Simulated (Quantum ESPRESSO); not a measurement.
# MnO: magnetism against volume

Aim: follow moments and order energies of MnO with volume.

Main program and level: Quantum ESPRESSO 7.5; PBE with U = 4 eV on Mn d (ortho-atomic projectors); plane waves with GBRV 1.5 PBE potentials, no spin-orbit coupling.

## (1) Starting point

It takes space group Fm-3m (No. 225, cubic). Conventional cell: a = 4.445 Å, b = 4.445 Å, c = 4.445 Å, α = 90.00°, β = 90.00°, γ = 90.00°. Nearest to Mn lie 6 O at 2.22 Å. Nearest to O lie 6 Mn at 2.22 Å. Farther neighbours and most contacts between anions are not listed.

The lattice constants were typed from memory of published values and not checked against a source.

## (2) Volume 0.88, ferro +

All lengths scale alike; the factor is that of the volume. Atoms keep their fractional places. Seeded atoms are those given a starting moment.

The input, pw.in:

```
&CONTROL
  calculation = 'scf'
  prefix = 'pwscf'
  outdir = './tmp'
  pseudo_dir = './pseudo'
  disk_io = 'nowf'
  tprnfor = .true.
  tstress = .true.
/
&SYSTEM
  ibrav = 0
  celldm(1) = 8
  nat = 2
  ntyp = 2
  ecutwfc = 40
  ecutrho = 280
  nbnd = 19
  occupations = 'smearing'
  smearing = 'fd'
  degauss = 0.00367493
  nspin = 2
  starting_magnetization(1) = 0.3
  starting_magnetization(2) = 0
/
&ELECTRONS
  conv_thr = 4d-09
  electron_maxstep = 150
  mixing_beta = 0.3
/
ATOMIC_SPECIES
Mn     54.9380 mn_pbe_v1.5.uspp.F.UPF
O      15.9990 o_pbe_v1.2.uspp.F.UPF
CELL_PARAMETERS alat
   0.0000000000000    0.5030890603796    0.5030890603796
   0.5030890603796    0.0000000000000    0.5030890603796
   0.5030890603796    0.5030890603796    0.0000000000000
ATOMIC_POSITIONS crystal
Mn      0.0000000000    0.0000000000    0.0000000000
O       0.5000000000    0.5000000000    0.5000000000
K_POINTS automatic
10 10 10 0 0 0
HUBBARD {ortho-atomic}
U Mn-3d 4.0000
```

Run with:

```sh
$ OMP_NUM_THREADS=1 mpirun -n 4 pw.x -nk 4 -in pw.in > pw.out
```

Log:

```text
Program PWSCF v.7.5 starts

     Message from routine setup:
     using ibrav=0 with symmetry is DISCOURAGED, use correct ibrav instead

     K-points division:     npool     =       4
     Subspace diagonalization in iterative solution of the eigenvalue problem:

     bravais-lattice index     =            0
     lattice parameter (alat)  =       8.0000  a.u.
     unit-cell volume          =     130.3871 (a.u.)^3
     number of atoms/cell      =            2
     number of atomic types    =            2
     number of electrons       =        21.00
     number of Kohn-Sham states=           19
     kinetic-energy cutoff     =      40.0000  Ry
     charge density cutoff     =     280.0000  Ry
     scf convergence threshold =      4.0E-09
     mixing beta               =       0.3000
     number of iterations used =            8  plain     mixing
     Exchange-correlation= SLA  PW   PBE  PBE
                           (   1   4   3   4   0   0   0)
     Hubbard projectors: ortho-atomic
     Hubbard parameters of DFT+U (Dudarev formulation) in eV:
     U(Mn-3d) =  4.0000

     Internal variables: lda_plus_u =T, lda_plus_u_kind = 0

     Internal variables: orbital_resolved =F, hub_pot_fix =F, apply_U = F

     celldm(1)=   8.000000  celldm(2)=   0.000000  celldm(3)=   0.000000
     celldm(4)=   0.000000  celldm(5)=   0.000000  celldm(6)=   0.000000

     crystal axes: (cart. coord. in units of alat)
               a(1) = (   0.000000   0.503089   0.503089 )
               a(2) = (   0.503089   0.000000   0.503089 )
               a(3) = (   0.503089   0.503089   0.000000 )

     reciprocal axes: (cart. coord. in units 2 pi/alat)
               b(1) = ( -0.993860  0.993860  0.993860 )
               b(2) = (  0.993860 -0.993860  0.993860 )
               b(3) = (  0.993860  0.993860 -0.993860 )

     PseudoPot. # 1 for Mn read from file:
     mn_pbe_v1.5.uspp.F.UPF
     Pseudo is Ultrasoft + core correction, Zval = 15.0

     PseudoPot. # 2 for O  read from file:
     o_pbe_v1.2.uspp.F.UPF
     Pseudo is Ultrasoft + core correction, Zval =  6.0

     atomic species   valence    mass     pseudopotential
     Mn               15.00    54.93800     Mn( 1.00)
     O                 6.00    15.99900     O ( 1.00)

     Starting magnetic structure
     atomic species   magnetization
     Mn              0.300
     O               0.000

     48 Sym. Ops., with inversion, found

   Cartesian axes

     site n.     atom                  positions (alat units)
         1        Mn     tau(   1) = (   0.0000000   0.0000000   0.0000000  )
         2        O      tau(   2) = (   0.5030891   0.5030891   0.5030891  )

     number of k points=    47  Fermi-Dirac smearing, width (Ry)=  0.0037
                       cart. coord. in units 2pi/alat
        k(    1) = (   0.0000000   0.0000000   0.0000000), wk =   0.0010000
        k(    2) = (   0.0993860   0.0993860  -0.0993860), wk =   0.0080000
        k(    3) = (   0.1987720   0.1987720  -0.1987720), wk =   0.0080000
        k(    4) = (   0.2981579   0.2981579  -0.2981579), wk =   0.0080000
        k(    5) = (   0.3975439   0.3975439  -0.3975439), wk =   0.0080000
        [... 42 further k-points ...]

     Dense  grid:    10369 G-vectors     FFT dimensions: (  32,  32,  32)

     Smooth grid:     4477 G-vectors     FFT dimensions: (  24,  24,  24)

     Check: negative core charge=   -0.000058
     Generating pointlists ...
     new r_m :   0.2075 (alat units)  1.6602 (a.u.) for type    1
     new r_m :   0.2075 (alat units)  1.6602 (a.u.) for type    2

     Initial potential from superposition of free atoms

     starting charge      20.4999, renormalised to      21.0000

     STARTING HUBBARD OCCUPATIONS:

     =================== HUBBARD OCCUPATIONS ===================
     ------------------------ ATOM    1 ------------------------
     Tr[ns(  1)] (up, down, total) =   5.00000  0.00000  5.00000
     Atomic magnetic moment for atom   1 =   5.00000
     [... lines left out ...]
     Number of occupied Hubbard levels =    5.0000

     Atomic wfc used for Hubbard projectors are orthogonalized

     Starting wfcs are   17 randomized atomic wfcs +    2 random wfcs

     Self-consistent Calculation

     iteration #  1     ecut=    40.00 Ry     beta= 0.30
     Davidson diagonalization with overlap
     ethr =  1.00E-02,  avg # of iterations =  4.8

     =================== HUBBARD OCCUPATIONS ===================
     ------------------------ ATOM    1 ------------------------
     Tr[ns(  1)] (up, down, total) =   4.88445  0.16187  5.04632
     Atomic magnetic moment for atom   1 =   4.72258
     [... lines left out ...]
     Number of occupied Hubbard levels =    5.0463

     total energy              =    -243.35539403 Ry
     estimated scf accuracy    <       0.54947721 Ry

     total magnetization       =     5.00 Bohr mag/cell
     absolute magnetization    =     5.00 Bohr mag/cell

     iteration #  2     ecut=    40.00 Ry     beta= 0.30
     Davidson diagonalization with overlap
     ethr =  2.62E-03,  avg # of iterations =  1.6

     total energy              =    -243.45726979 Ry
     estimated scf accuracy    <       0.02459153 Ry

     total magnetization       =     5.00 Bohr mag/cell
     absolute magnetization    =     5.00 Bohr mag/cell

     [... further iterations left out ...]

     iteration # 10     ecut=    40.00 Ry     beta= 0.30
     Davidson diagonalization with overlap
     ethr =  1.21E-10,  avg # of iterations =  2.0

     negative rho (up, down):  0.000E+00 5.237E-04

     total energy              =    -243.46488910 Ry
     estimated scf accuracy    <       0.00000002 Ry

     total magnetization       =     5.00 Bohr mag/cell
     absolute magnetization    =     5.00 Bohr mag/cell

     iteration # 11     ecut=    40.00 Ry     beta= 0.30
     Davidson diagonalization with overlap
     ethr =  7.38E-11,  avg # of iterations =  2.0

     negative rho (up, down):  0.000E+00 5.236E-04

     Magnetic moment per site  (integrated on atomic sphere of radius R)
     atom   1 (R=0.208)  charge= 12.4647  magn=  4.1855
     atom   2 (R=0.208)  charge=  5.8915  magn=  0.2296

     End of self-consistent calculation

     =================== HUBBARD OCCUPATIONS ===================
     ------------------------ ATOM    1 ------------------------
     Tr[ns(  1)] (up, down, total) =   4.96591  0.29392  5.25982
     Atomic magnetic moment for atom   1 =   4.67199
     [... lines left out ...]
     Number of occupied Hubbard levels =    5.2598

     [... lines left out ...]
     the Fermi energy is    15.8282 ev

!    total energy              =    -243.46488913 Ry
     estimated scf accuracy    <          2.1E-11 Ry
     smearing contrib. (-TS)   =      -0.00000265 Ry
     internal energy E=F+TS    =    -243.46488649 Ry

     The total energy is F=E-TS. E is the sum of the following terms:
     one-electron contribution =     -98.18717625 Ry
     hartree contribution      =      62.08454020 Ry
     xc contribution           =     -34.37591256 Ry
     ewald contribution        =    -173.03110800 Ry
     Hubbard energy            =       0.04477012 Ry

     total magnetization       =     5.00 Bohr mag/cell
     absolute magnetization    =     5.00 Bohr mag/cell

     convergence has been achieved in  11 iterations

     negative rho (up, down):  0.000E+00 5.236E-04

     Forces acting on atoms (cartesian axes, Ry/au):

     atom    1 type  1   force =     0.00000000    0.00000000   -0.00000000
     atom    2 type  2   force =     0.00000000    0.00000000   -0.00000000

     Total force =     0.000000     Total SCF correction =     0.000000

     Computing stress (Cartesian axis) and pressure

     negative rho (up, down):  0.000E+00 5.236E-04
          total   stress  (Ry/bohr**3)                   (kbar)     P=      405.07
   0.00275362  -0.00000000   0.00000000          405.07       -0.00        0.00
  -0.00000000   0.00275362   0.00000000           -0.00      405.07        0.00
   0.00000000  -0.00000000   0.00275362            0.00       -0.00      405.07

=------------------------------------------------------------------------------=
   JOB DONE.
=------------------------------------------------------------------------------=
```

Wall time 6.2 s (4 MPI ranks of Intel Xeon at 2.60GHz (Ice Lake), shared host); peak memory 0.3 GiB.

Spin moment in the atom's sphere by atom:

| atom | spin moment in the atom's sphere (μB) |
| --- | --- |
| Mn1 | 4.19 |
| O2 | 0.23 |

Read from the output:

```yaml
smearing_term_ts: 3.60e-5 eV
pressure: 40.51 GPa
magnetization: 5 μB
absolute_magnetization: 5 μB
final_state: ferromagnetic
```

## (3) Volume 0.88, antiferro q=(0,0,1/2) +-

The wavevector q is in fractions of the reciprocal vectors of the crystal's primitive cell, as the cells of these inputs are built from it; moments change sign between cells as cos(2π q·R).

The input, pw.in:

```
&CONTROL
  calculation = 'scf'
  prefix = 'pwscf'
  outdir = './tmp'
  pseudo_dir = './pseudo'
  disk_io = 'nowf'
  tprnfor = .true.
  tstress = .true.
/
&SYSTEM
  ibrav = 0
  celldm(1) = 8
  nat = 4
  ntyp = 3
  ecutwfc = 40
  ecutrho = 280
  nbnd = 30
  occupations = 'smearing'
  smearing = 'fd'
  degauss = 0.00367493
  nspin = 2
  starting_magnetization(1) = 0.3
  starting_magnetization(2) = -0.3
  starting_magnetization(3) = 0
/
&ELECTRONS
  conv_thr = 8d-09
  electron_maxstep = 150
  mixing_beta = 0.3
/
ATOMIC_SPECIES
Mn1    54.9380 mn_pbe_v1.5.uspp.F.UPF
Mn2    54.9380 mn_pbe_v1.5.uspp.F.UPF
O      15.9990 o_pbe_v1.2.uspp.F.UPF
CELL_PARAMETERS alat
   0.0000000000000    0.5030890603796    0.5030890603796
   0.5030890603796    0.0000000000000    0.5030890603796
   1.0061781207616    1.0061781207616    0.0000000000000
ATOMIC_POSITIONS crystal
Mn1     0.0000000000    0.0000000000    0.0000000000
Mn2     0.0000000000    0.0000000000    0.5000000000
O       0.5000000000    0.5000000000    0.2500000000
O       0.5000000000    0.5000000000    0.7500000000
K_POINTS automatic
10 10 5 0 0 0
HUBBARD {ortho-atomic}
U Mn1-3d 4.0000
U Mn2-3d 4.0000
```

Log:

```text
     [... lines left out ...]
Program PWSCF v.7.5 starts
     [... lines left out ...]
     number of atoms/cell      =            4
     [... lines left out ...]
     number of electrons       =        42.00
     number of Kohn-Sham states=           30
     kinetic-energy cutoff     =      40.0000  Ry
     charge density cutoff     =     280.0000  Ry
     scf convergence threshold =      8.0E-09
     [... lines left out ...]
     12 Sym. Ops., with inversion, found
     [... lines left out ...]
     number of k points=    58  Fermi-Dirac smearing, width (Ry)=  0.0037
     [... lines left out ...]
     iteration # 11     ecut=    40.00 Ry     beta= 0.30
     [... lines left out ...]
     Magnetic moment per site  (integrated on atomic sphere of radius R)
     atom   1 (R=0.208)  charge= 12.4636  magn=  4.1264
     atom   2 (R=0.208)  charge= 12.4636  magn= -4.1264
     atom   3 (R=0.208)  charge=  5.8860  magn= -0.0000
     atom   4 (R=0.208)  charge=  5.8860  magn= -0.0000
     [... lines left out ...]
     Tr[ns(  1)] (up, down, total) =   4.95018  0.33138  5.28156
     [... lines left out ...]
     Tr[ns(  2)] (up, down, total) =   0.33138  4.95018  5.28156
     [... lines left out ...]
     the Fermi energy is    15.4204 ev
!    total energy              =    -486.94976663 Ry
     estimated scf accuracy    <          1.3E-09 Ry
     smearing contrib. (-TS)   =      -0.00000000 Ry
     [... lines left out ...]
     total magnetization       =    -0.00 Bohr mag/cell
     absolute magnetization    =     9.31 Bohr mag/cell
     convergence has been achieved in  11 iterations
     [... lines left out ...]
     Total force =     0.000000     Total SCF correction =     0.000002
     [... lines left out ...]
          total   stress  (Ry/bohr**3)                   (kbar)     P=      356.93
     [... lines left out ...]
```

The job ended after 23 s (4 MPI ranks; peak memory 0.43 GiB).

Spin moment in the atom's sphere by atom:

```csv
atom,spin moment in the atom's sphere (μB)
Mn1,4.13
Mn2,-4.13
O3,0.00
O4,0.00
```

Numbers from this step:

* smearing term TS: 7.97e-12 eV
* pressure: 35.69 GPa
* magnetization: 0 μB
* absolute magnetization: 9.307 μB
* final state: antiferromagnetic

## (4) Volume 0.88, no spin polarisation

The input, pw.in:

```
&CONTROL
  calculation = 'scf'
  prefix = 'pwscf'
  outdir = './tmp'
  pseudo_dir = './pseudo'
  disk_io = 'nowf'
  tprnfor = .true.
  tstress = .true.
/
&SYSTEM
  ibrav = 0
  celldm(1) = 8
  nat = 2
  ntyp = 2
  ecutwfc = 40
  ecutrho = 280
  nbnd = 17
  occupations = 'smearing'
  smearing = 'fd'
  degauss = 0.00367493
/
&ELECTRONS
  conv_thr = 4d-09
  electron_maxstep = 150
  mixing_beta = 0.3
/
ATOMIC_SPECIES
Mn     54.9380 mn_pbe_v1.5.uspp.F.UPF
O      15.9990 o_pbe_v1.2.uspp.F.UPF
CELL_PARAMETERS alat
   0.0000000000000    0.5030890603796    0.5030890603796
   0.5030890603796    0.0000000000000    0.5030890603796
   0.5030890603796    0.5030890603796    0.0000000000000
ATOMIC_POSITIONS crystal
Mn      0.0000000000    0.0000000000    0.0000000000
O       0.5000000000    0.5000000000    0.5000000000
K_POINTS automatic
10 10 10 0 0 0
HUBBARD {ortho-atomic}
U Mn-3d 4.0000
```

Log:

```text
     [... lines left out ...]
Program PWSCF v.7.5 starts
     [... lines left out ...]
     number of atoms/cell      =            2
     [... lines left out ...]
     number of electrons       =        21.00
     number of Kohn-Sham states=           17
     kinetic-energy cutoff     =      40.0000  Ry
     charge density cutoff     =     280.0000  Ry
     scf convergence threshold =      4.0E-09
     [... lines left out ...]
     48 Sym. Ops., with inversion, found
     [... lines left out ...]
     number of k points=    47  Fermi-Dirac smearing, width (Ry)=  0.0037
     [... lines left out ...]
     iteration # 12     ecut=    40.00 Ry     beta= 0.30
     [... lines left out ...]
     Tr[ns(  1)] =   5.56497
     [... lines left out ...]
     the Fermi energy is    14.0696 ev
!    total energy              =    -243.19778579 Ry
     estimated scf accuracy    <          9.7E-11 Ry
     smearing contrib. (-TS)   =      -0.00468739 Ry
     [... lines left out ...]
     convergence has been achieved in  12 iterations
     [... lines left out ...]
     Total force =     0.000000     Total SCF correction =     0.000000
     [... lines left out ...]
          total   stress  (Ry/bohr**3)                   (kbar)     P=     -123.77
     [... lines left out ...]
```

Run time: 4.3 s. Hardware: 4 MPI ranks; peak memory 0.28 GiB; 16 s of CPU time.

Read from the output:

```yaml
smearing_term_ts: 0.06378 eV
pressure: -12.38 GPa
final_state: non-magnetic (no spin polarisation)
```

## (5) Volume 1.12, ferro +

pw.in: that of step 4 with these lines changed.

```diff
@@ -16,3 +16,3 @@
   ecutrho = 280
-  nbnd = 17
+  nbnd = 19
   occupations = 'smearing'
@@ -20,2 +20,5 @@
   degauss = 0.00367493
+  nspin = 2
+  starting_magnetization(1) = 0.3
+  starting_magnetization(2) = 0
 /
@@ -30,5 +33,5 @@
 CELL_PARAMETERS alat
-   0.0000000000000    0.5030890603796    0.5030890603796
-   0.5030890603796    0.0000000000000    0.5030890603796
-   0.5030890603796    0.5030890603796    0.0000000000000
+   0.0000000000000    0.5452010169550    0.5452010169550
+   0.5452010169550    0.0000000000000    0.5452010169550
+   0.5452010169550    0.5452010169550    0.0000000000000
 ATOMIC_POSITIONS crystal
```

Log:

```text
     [... lines left out ...]
Program PWSCF v.7.5 starts
     [... lines left out ...]
     number of atoms/cell      =            2
     [... lines left out ...]
     number of electrons       =        21.00
     number of Kohn-Sham states=           19
     kinetic-energy cutoff     =      40.0000  Ry
     charge density cutoff     =     280.0000  Ry
     scf convergence threshold =      4.0E-09
     [... lines left out ...]
     48 Sym. Ops., with inversion, found
     [... lines left out ...]
     number of k points=    47  Fermi-Dirac smearing, width (Ry)=  0.0037
     [... lines left out ...]
     iteration # 11     ecut=    40.00 Ry     beta= 0.30
     [... lines left out ...]
     Magnetic moment per site  (integrated on atomic sphere of radius R)
     atom   1 (R=0.225)  charge= 12.6761  magn=  4.3768
     atom   2 (R=0.225)  charge=  6.0610  magn=  0.1417
     [... lines left out ...]
     Tr[ns(  1)] (up, down, total) =   4.97672  0.21485  5.19157
     [... lines left out ...]
     the Fermi energy is    10.7110 ev
!    total energy              =    -243.49484544 Ry
     estimated scf accuracy    <          7.1E-11 Ry
     smearing contrib. (-TS)   =      -0.00001907 Ry
     [... lines left out ...]
     total magnetization       =     5.00 Bohr mag/cell
     absolute magnetization    =     5.00 Bohr mag/cell
     convergence has been achieved in  11 iterations
     [... lines left out ...]
     Total force =     0.000000     Total SCF correction =     0.000000
     [... lines left out ...]
          total   stress  (Ry/bohr**3)                   (kbar)     P=      -64.83
     [... lines left out ...]
```

Wall time 6.4 s (4 MPI ranks); peak memory 0.32 GiB.

Numbers from this step:

```yaml
smearing_term_ts: 2.59e-4 eV
pressure: -6.483 GPa
magnetization: 5 μB
absolute_magnetization: 5 μB
final_state: ferromagnetic
largest_moment: 4.377 μB
```

## (6) Trends

The runs not shown differ from these in the moved quantity alone.

States, by row:

```csv
volume,ferro +,"antiferro q=(0,0,1/2) +-",no spin polarisation
0.88,ferromagnetic,antiferromagnetic,non-magnetic
0.91,ferromagnetic,antiferromagnetic,non-magnetic
0.94,ferromagnetic,antiferromagnetic,non-magnetic
0.97,ferromagnetic,antiferromagnetic,non-magnetic
1,ferromagnetic,antiferromagnetic,non-magnetic
1.03,ferromagnetic,antiferromagnetic,non-magnetic
1.06,ferromagnetic,antiferromagnetic,non-magnetic
1.09,ferromagnetic,antiferromagnetic,non-magnetic
1.12,ferromagnetic,antiferromagnetic,non-magnetic
```

Largest site moment against volume:

```
volume (factor)  ferro + (μB)  antiferro q=(0,0,1/2) +- (μB)
         0.8800          4.19                           4.13
         0.9100          4.21                           4.16
         0.9400          4.24                           4.19
         0.9700          4.27                           4.22
         1.0000          4.29                           4.25
         1.0300          4.31                           4.28
         1.0600          4.34                           4.30
         1.0900          4.36                           4.33
         1.1200          4.38                           4.35
```

The energy less that of the parallel start by volume; values in meV a seeded atom:

| volume (factor) | antiferro q=(0,0,1/2) +- | no spin polarisation |
| --- | --- | --- |
| 0.8800 | -136 | 3634 |
| 0.9100 | -118 | 3841 |
| 0.9400 | -102 | 4030 |
| 0.9700 | -88.5 | 4203 |
| 1.0000 | -77.0 | 4361 |
| 1.0300 | -67.1 | 4506 |
| 1.0600 | -58.5 | 4639 |
| 1.0900 | -51.1 | 4762 |
| 1.1200 | -44.6 | 4874 |

Table of energy over the lowest by volume; values in meV an atom:

```csv
volume (factor),ferro +,"antiferro q=(0,0,1/2) +-",no spin polarisation
0.8800,246,178,2063
0.9100,172,113,2093
0.9400,117,65.8,2132
0.9700,76.9,32.6,2178
1.0000,50.1,11.6,2231
1.0300,34.9,1.35,2288
1.0600,29.3,0,2349
1.0900,32.0,6.45,2413
1.1200,41.8,19.5,2479
```

## (7) Outcome

```yaml
moment_parallel_start: 4.19 to 4.38 μB
states_met_from_these_starts: antiferromagnetic and ferromagnetic
```

**Reading.** The moment of the parallel start goes from 4.19 μB at 0.88 to 4.38 μB at 1.12. The net moment of the cell goes from 5 to 5 μB. The radius of the spheres follows the nearest distance, so part of the change of the site moments is the spheres'. The largest moment of the start antiferro q=(0,0,1/2) +- lies between 4.13 and 4.35 μB. The start antiferro q=(0,0,1/2) +- lies under the parallel one at every finished point, by 44.6 to 136 meV a seeded atom.

[Logs and program files are shortened in this print: banners, set-up blocks, solver, clock and traceback lines can be left out without a mark of their own.]

[Logs are printed without paths, hosts, clocks, repeated set-up lines and the standing remarks that a program may print on its own settings, such as how far it seeks lower states.]

[Hosts, paths, dates, database ids (printed as entryN), source tags and the programs' standing remarks are cut or masked in the printed files.]

[Where a cell is said to come from a database of computed structures, the database is the Materials Project.]
